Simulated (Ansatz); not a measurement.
# Arsenene bilayer (AB) in a perpendicular field, part 3 of 3

What dipole does a perpendicular field induce in the arsenene bilayer (AB), and does the gap follow? A positive field points along +c.

Ansatz 0.2.0; plane-wave DFT, PBE-D3(BJ), Ansatz PAW.

So far, gap along the path (eV): 0.109 in steps 3, 6, 7, 8 and 9.

## Step 10: Single point, field 0.3 V/Å

input.yaml

```yaml
crystal:
  lattice:
    - [3.6692226233, 0.0, 0.0]
    - [-1.8346113117, 3.177640004, 0.0]
    - [0.0, 0.0, 22.9245467578]
  atoms:
    - { symbol: As, position: [0.6666666667, 0.3333333333, 0.3925922765] }
    - { symbol: As, position: [0.3333333333, 0.6666666667, 0.4512886242] }
    - { symbol: As, position: [0.0, 0.0, 0.5487113758] }
    - { symbol: As, position: [0.6666666667, 0.3333333333, 0.6074077235] }
kpoints:
  mp_grid: { grid: [18, 18, 1] }
  band_path:
    path: [[0, 0, 0], [0.5, 0, 0], [0.33333333, 0.33333333, 0], [0, 0, 0]]
    npoints: 16
hamiltonian:
  xc: pbe
  dispersion: d3bj
scf:
  occupations: { method: fermi_dirac, width: 0.02585 }
  convergence: { dr2_threshold: 1.0e-10 }
efield:
  axis: 3
  dipole_correction: true
  ramp_position: 0.9484
  ramp_width: 0.1031
  amplitude: 0.3
output:
  write_potential: true
  write_density: true
  volumetric_format: npy
```

The run is started by

```console
$ ansatz run input.yaml --threads 4 --pin off --max-ram 8192MiB --backend cpu --events-out ev --progress --plain --runs-dir out
```

Standard output:

```text
[...]
Crystal: 4 atoms, lattice volume = 267.288 Å³
Basis set: ecut = 420 eV, 5225 PW (Γ)
Bands: 36, of which v1, the nominal top of the filled ones, is band 30 counted from 1 (29 counted from 0)
Symmetry: 6 space group operations
k-points: 37 of 324 (time reversal used)
[...]
k-point 0: bands = [... 26 lower, -0.9915, -0.8034, -0.8034, 0.2595, 0.8649, 2.1444, 2.1444, 2.7492, ... 2 higher]
  k-point 1: bands = [... 26 lower, -1.1540, -1.1316, -0.8392, 0.5280, 1.2650, 1.9043, 2.2373, 2.9655, ... 2 higher]
  k-point 2: bands = [... 26 lower, -1.4320, -1.3377, -0.9962, 0.5585, 1.4267, 2.4166, 2.4644, 2.7129, ... 2 higher]
  k-point 36: bands = [... 26 lower, -3.2371, -2.6439, -2.6244, -1.9214, 1.9107, 1.9371, 2.9749, 4.7315, ... 2 higher]
[key lines of the parts left out:]
SCF converged after 11 iterations
Free energy (F): -19425.682169 eV
Fermi energy:    0.725263 eV
Dipole field:    D = 0.097527 V/Å  (p = 0.144059 e·Å, saw-weighted, corrected)
```

It took 25 s on 4 threads of Intel Xeon at 2.50GHz (Skylake/Cascade Lake), shared host; peak memory 0.75 GiB.

The dipole is 0.144 e·Å, and the gap 0.110 eV.

## Step 11: Single point, field -0.3 V/Å

Changes to input.yaml since step 10:

```diff
@@ -26,3 +26,3 @@
   ramp_width: 0.1031
-  amplitude: 0.3
+  amplitude: -0.3
 output:
```

Standard output:

```text
[...]
Crystal: 4 atoms, lattice volume = 267.288 Å³
Basis set: ecut = 420 eV, 5225 PW (Γ)
Bands: 36, of which v1, the nominal top of the filled ones, is band 30 counted from 1 (29 counted from 0)
Symmetry: 6 space group operations
k-points: 37 of 324 (time reversal used)
[...]
k-point 0: bands = [... 26 lower, -0.9920, -0.8039, -0.8039, 0.2590, 0.8645, 2.1439, 2.1439, 2.7487, ... 2 higher]
  k-point 1: bands = [... 26 lower, -1.1545, -1.1320, -0.8397, 0.5276, 1.2646, 1.9038, 2.2368, 2.9650, ... 2 higher]
  k-point 2: bands = [... 26 lower, -1.4325, -1.3382, -0.9967, 0.5581, 1.4263, 2.4162, 2.4640, 2.7124, ... 2 higher]
  k-point 36: bands = [... 26 lower, -3.2375, -2.6443, -2.6249, -1.9219, 1.9103, 1.9367, 2.9744, 4.7310, ... 2 higher]
[key lines of the parts left out:]
SCF converged after 11 iterations
Free energy (F): -19425.682169 eV
Fermi energy:    0.724804 eV
Dipole field:    D = -0.097526 V/Å  (p = -0.144058 e·Å, saw-weighted, corrected)
```

The job ended after 23 s (4 threads; peak memory 0.75 GiB; 87 s of CPU time).

The dipole is -0.144 e·Å, and the gap 0.110 eV.

## Step 12: Single point, field 0.4 V/Å

Changes to input.yaml since step 11:

```diff
@@ -24,5 +24,5 @@
   dipole_correction: true
-  ramp_position: 0.9484
-  ramp_width: 0.1031
-  amplitude: -0.3
+  ramp_position: 0.908
+  ramp_width: 0.1841
+  amplitude: 0.4
 output:
```

Standard output:

```text
[...]
Crystal: 4 atoms, lattice volume = 267.288 Å³
Basis set: ecut = 420 eV, 5225 PW (Γ)
Bands: 36, of which v1, the nominal top of the filled ones, is band 30 counted from 1 (29 counted from 0)
Symmetry: 6 space group operations
k-points: 37 of 324 (time reversal used)
[...]
k-point 0: bands = [... 26 lower, -0.9982, -0.8085, -0.8085, 0.2510, 0.8605, 2.1384, 2.1384, 2.7418, ... 2 higher]
  k-point 1: bands = [... 26 lower, -1.1586, -1.1379, -0.8446, 0.5203, 1.2595, 1.8981, 2.2312, 2.9559, ... 2 higher]
  k-point 2: bands = [... 26 lower, -1.4382, -1.3434, -1.0017, 0.5521, 1.4191, 2.4082, 2.4584, 2.7056, ... 2 higher]
  k-point 36: bands = [... 26 lower, -3.2434, -2.6529, -2.6269, -1.9265, 1.9003, 1.9354, 2.9684, 4.7188, ... 2 higher]
[key lines of the parts left out:]
SCF converged after 11 iterations
Free energy (F): -19425.698982 eV
Fermi energy:    0.718836 eV
Dipole field:    D = 0.130147 V/Å  (p = 0.192243 e·Å, saw-weighted, corrected)
```

Wall time 24 s (4 threads); peak memory 0.75 GiB; 90 s of CPU time.

The dipole is 0.192 e·Å, and the gap 0.110 eV.

## Step 13: Single point, field -0.4 V/Å

Changes to input.yaml since step 12:

```diff
@@ -26,3 +26,3 @@
   ramp_width: 0.1841
-  amplitude: 0.4
+  amplitude: -0.4
 output:
```

Standard output:

```text
[...]
Crystal: 4 atoms, lattice volume = 267.288 Å³
Basis set: ecut = 420 eV, 5225 PW (Γ)
Bands: 36, of which v1, the nominal top of the filled ones, is band 30 counted from 1 (29 counted from 0)
Symmetry: 6 space group operations
k-points: 37 of 324 (time reversal used)
[...]
k-point 0: bands = [... 26 lower, -0.9975, -0.8079, -0.8079, 0.2516, 0.8611, 2.1390, 2.1390, 2.7425, ... 2 higher]
  k-point 1: bands = [... 26 lower, -1.1579, -1.1373, -0.8439, 0.5209, 1.2601, 1.8987, 2.2319, 2.9565, ... 2 higher]
  k-point 2: bands = [... 26 lower, -1.4376, -1.3428, -1.0011, 0.5527, 1.4197, 2.4089, 2.4590, 2.7062, ... 2 higher]
  k-point 36: bands = [... 26 lower, -3.2427, -2.6522, -2.6263, -1.9259, 1.9009, 1.9361, 2.9691, 4.7194, ... 2 higher]
[key lines of the parts left out:]
SCF converged after 11 iterations
Free energy (F): -19425.698982 eV
Fermi energy:    0.719458 eV
Dipole field:    D = -0.130146 V/Å  (p = -0.192242 e·Å, saw-weighted, corrected)
```

Elapsed: 24 s, on 4 threads; peak memory 0.75 GiB.

The dipole is -0.192 e·Å, and the gap 0.110 eV.

## Step 14: Response, atoms held

This step: plane-wave DFT, PBE-D3(BJ), Ansatz PAW; response to a field along the normal, atoms held (Ansatz 0.2.0).

The dipoles give the slope, and the difference of two potentials shows where the field is screened.

Numbers from this step:

- equivalent conductor thickness p/(ε₀AE): 7.445 Å
- distance between the outer atoms: 4.925 Å

Table of dipole of the cell by applied field:

| applied field (V/Å) | dipole of the cell (e·Å) |
| --- | --- |
| -0.400 | -0.192 |
| -0.300 | -0.144 |
| -0.200 | -0.0960 |
| -0.100 | -0.0480 |
| -0.050 | -0.0240 |
| 0.000 | 0 |
| 0.050 | 0.0240 |
| 0.100 | 0.0480 |
| 0.200 | 0.0960 |
| 0.300 | 0.144 |
| 0.400 | 0.192 |

Local field over the applied field, running mean. From the potentials at -0.05 and 0.05 V/Å; running mean over 2.8 Å. Local field over applied field against z:

| z (Å) | local field over applied field |
| --- | --- |
| 4.01 | 0.998 |
| 4.44 | 0.996 |
| 4.87 | 0.991 |
| 5.16 | 0.985 |
| 5.59 | 0.967 |
| 6.02 | 0.932 |
| 6.45 | 0.867 |
| 6.88 | 0.765 |
| 7.16 | 0.682 |
| 7.59 | 0.546 |
| 8.02 | 0.407 |
| 8.45 | 0.271 |
| 8.88 | 0.152 |
| 9.31 | 0.0714 |
| 9.60 | 0.0420 |
| 10.03 | 0.0241 |
| 10.46 | 0.0208 |
| 10.89 | 0.0236 |
| 11.32 | 0.0275 |
| 11.61 | 0.0275 |
| 12.04 | 0.0236 |
| 12.47 | 0.0208 |
| 12.90 | 0.0240 |
| 13.32 | 0.0420 |
| 13.61 | 0.0714 |
| 14.04 | 0.152 |
| 14.47 | 0.271 |
| 14.90 | 0.407 |
| 15.33 | 0.546 |
| 15.76 | 0.682 |
| 16.05 | 0.765 |
| 16.48 | 0.867 |
| 16.91 | 0.932 |
| 17.34 | 0.967 |
| 17.77 | 0.985 |
| 18.05 | 0.991 |
| 18.48 | 0.996 |
| 18.91 | 0.998 |

Electrons, planar mean, per unit field. The induced electron density by z:

| z (Å) | induced electron density (e/Å³ per V/Å) |
| --- | --- |
| 4.5 | 1.8e-5 |
| 5.0 | 4.6e-5 |
| 5.5 | 1.2e-4 |
| 6.0 | 2.9e-4 |
| 6.5 | 6.8e-4 |
| 7.0 | 0.00148 |
| 7.5 | 0.00274 |
| 8.0 | 0.00325 |
| 8.5 | 0.00138 |
| 9.0 | 7.5e-4 |
| 9.5 | 6.7e-4 |
| 10.0 | -1.7e-4 |
| 10.5 | -6.2e-4 |
| 11.0 | -2.4e-4 |
| 11.5 | 3.0e-5 |
| 12.0 | 2.6e-4 |
| 12.5 | 6.6e-4 |
| 13.0 | -5.3e-6 |
| 13.5 | -6.6e-4 |
| 14.0 | -8.3e-4 |
| 14.5 | -0.00165 |
| 15.0 | -0.00331 |
| 15.5 | -0.00255 |
| 16.0 | -0.00133 |
| 16.5 | -6.0e-4 |
| 17.0 | -2.5e-4 |
| 17.5 | -1.0e-4 |
| 18.0 | -4.0e-5 |
| 18.5 | -1.5e-5 |

The smaller of the gaps on the path and on the k-mesh, counted as 0 under 0.03 eV. Table of gap by applied field:

| applied field (V/Å) | gap (eV) |
| --- | --- |
| -0.400 | 0.110 |
| -0.300 | 0.110 |
| -0.200 | 0.109 |
| -0.100 | 0.109 |
| -0.050 | 0.109 |
| 0.000 | 0.109 |
| 0.050 | 0.109 |
| 0.100 | 0.109 |
| 0.200 | 0.109 |
| 0.300 | 0.110 |
| 0.400 | 0.110 |

By hand: between -0.05 and 0.05 V/Å the dipole changes by 0.04797 e·Å, a slope of 0.4797 e·Å²/V. A perfect conductor of thickness t has p = ε₀AEt, so t = 180.95 × 0.4797 / 11.659 = 7.44 Å (e/ε₀ = 180.95 V·Å, A in Å²).

The induced dipole is that of a conductor 7.45 Å thick.

## Step 15: Summary of results

| Quantity | Value |
| --- | --- |
| gap without field | 0.109 eV |
| ionisation energy, upper face | 4.19 eV |
| electron affinity, upper face | 4.09 eV |
| equivalent conductor thickness, atoms held | 7.45 Å |

In words: The induced dipole equals that of a perfect conductor 7.45 Å thick, while the outer atoms lie 4.92 Å apart; an out-of-plane ε follows only once a thickness t is chosen, by 1 − 1/ε = 7.45 Å / t. The gap stays within 0.01 eV of 0.11 eV over the fields run, up to 0.4 V/Å in size. Semilocal functionals give gaps that are too small, and excitons are not included. Spin-orbit coupling is left out.

[Long decimals in the printed logs are rounded to 6 places.]

[Logs are printed without paths, hosts, clocks, repeated set-up lines and the standing remarks that a program may print on its own settings, such as how far it seeks lower states.]

[Hosts, paths, dates, database ids (printed as entryN), source tags and the programs' standing remarks are cut or masked in the printed files.]

[Maps of the electrostatic potential energy from Ansatz leave out the sawtooth potential of an applied field or a dipole correction, so their vacuum need not be flat; planar profiles and work functions include it.]
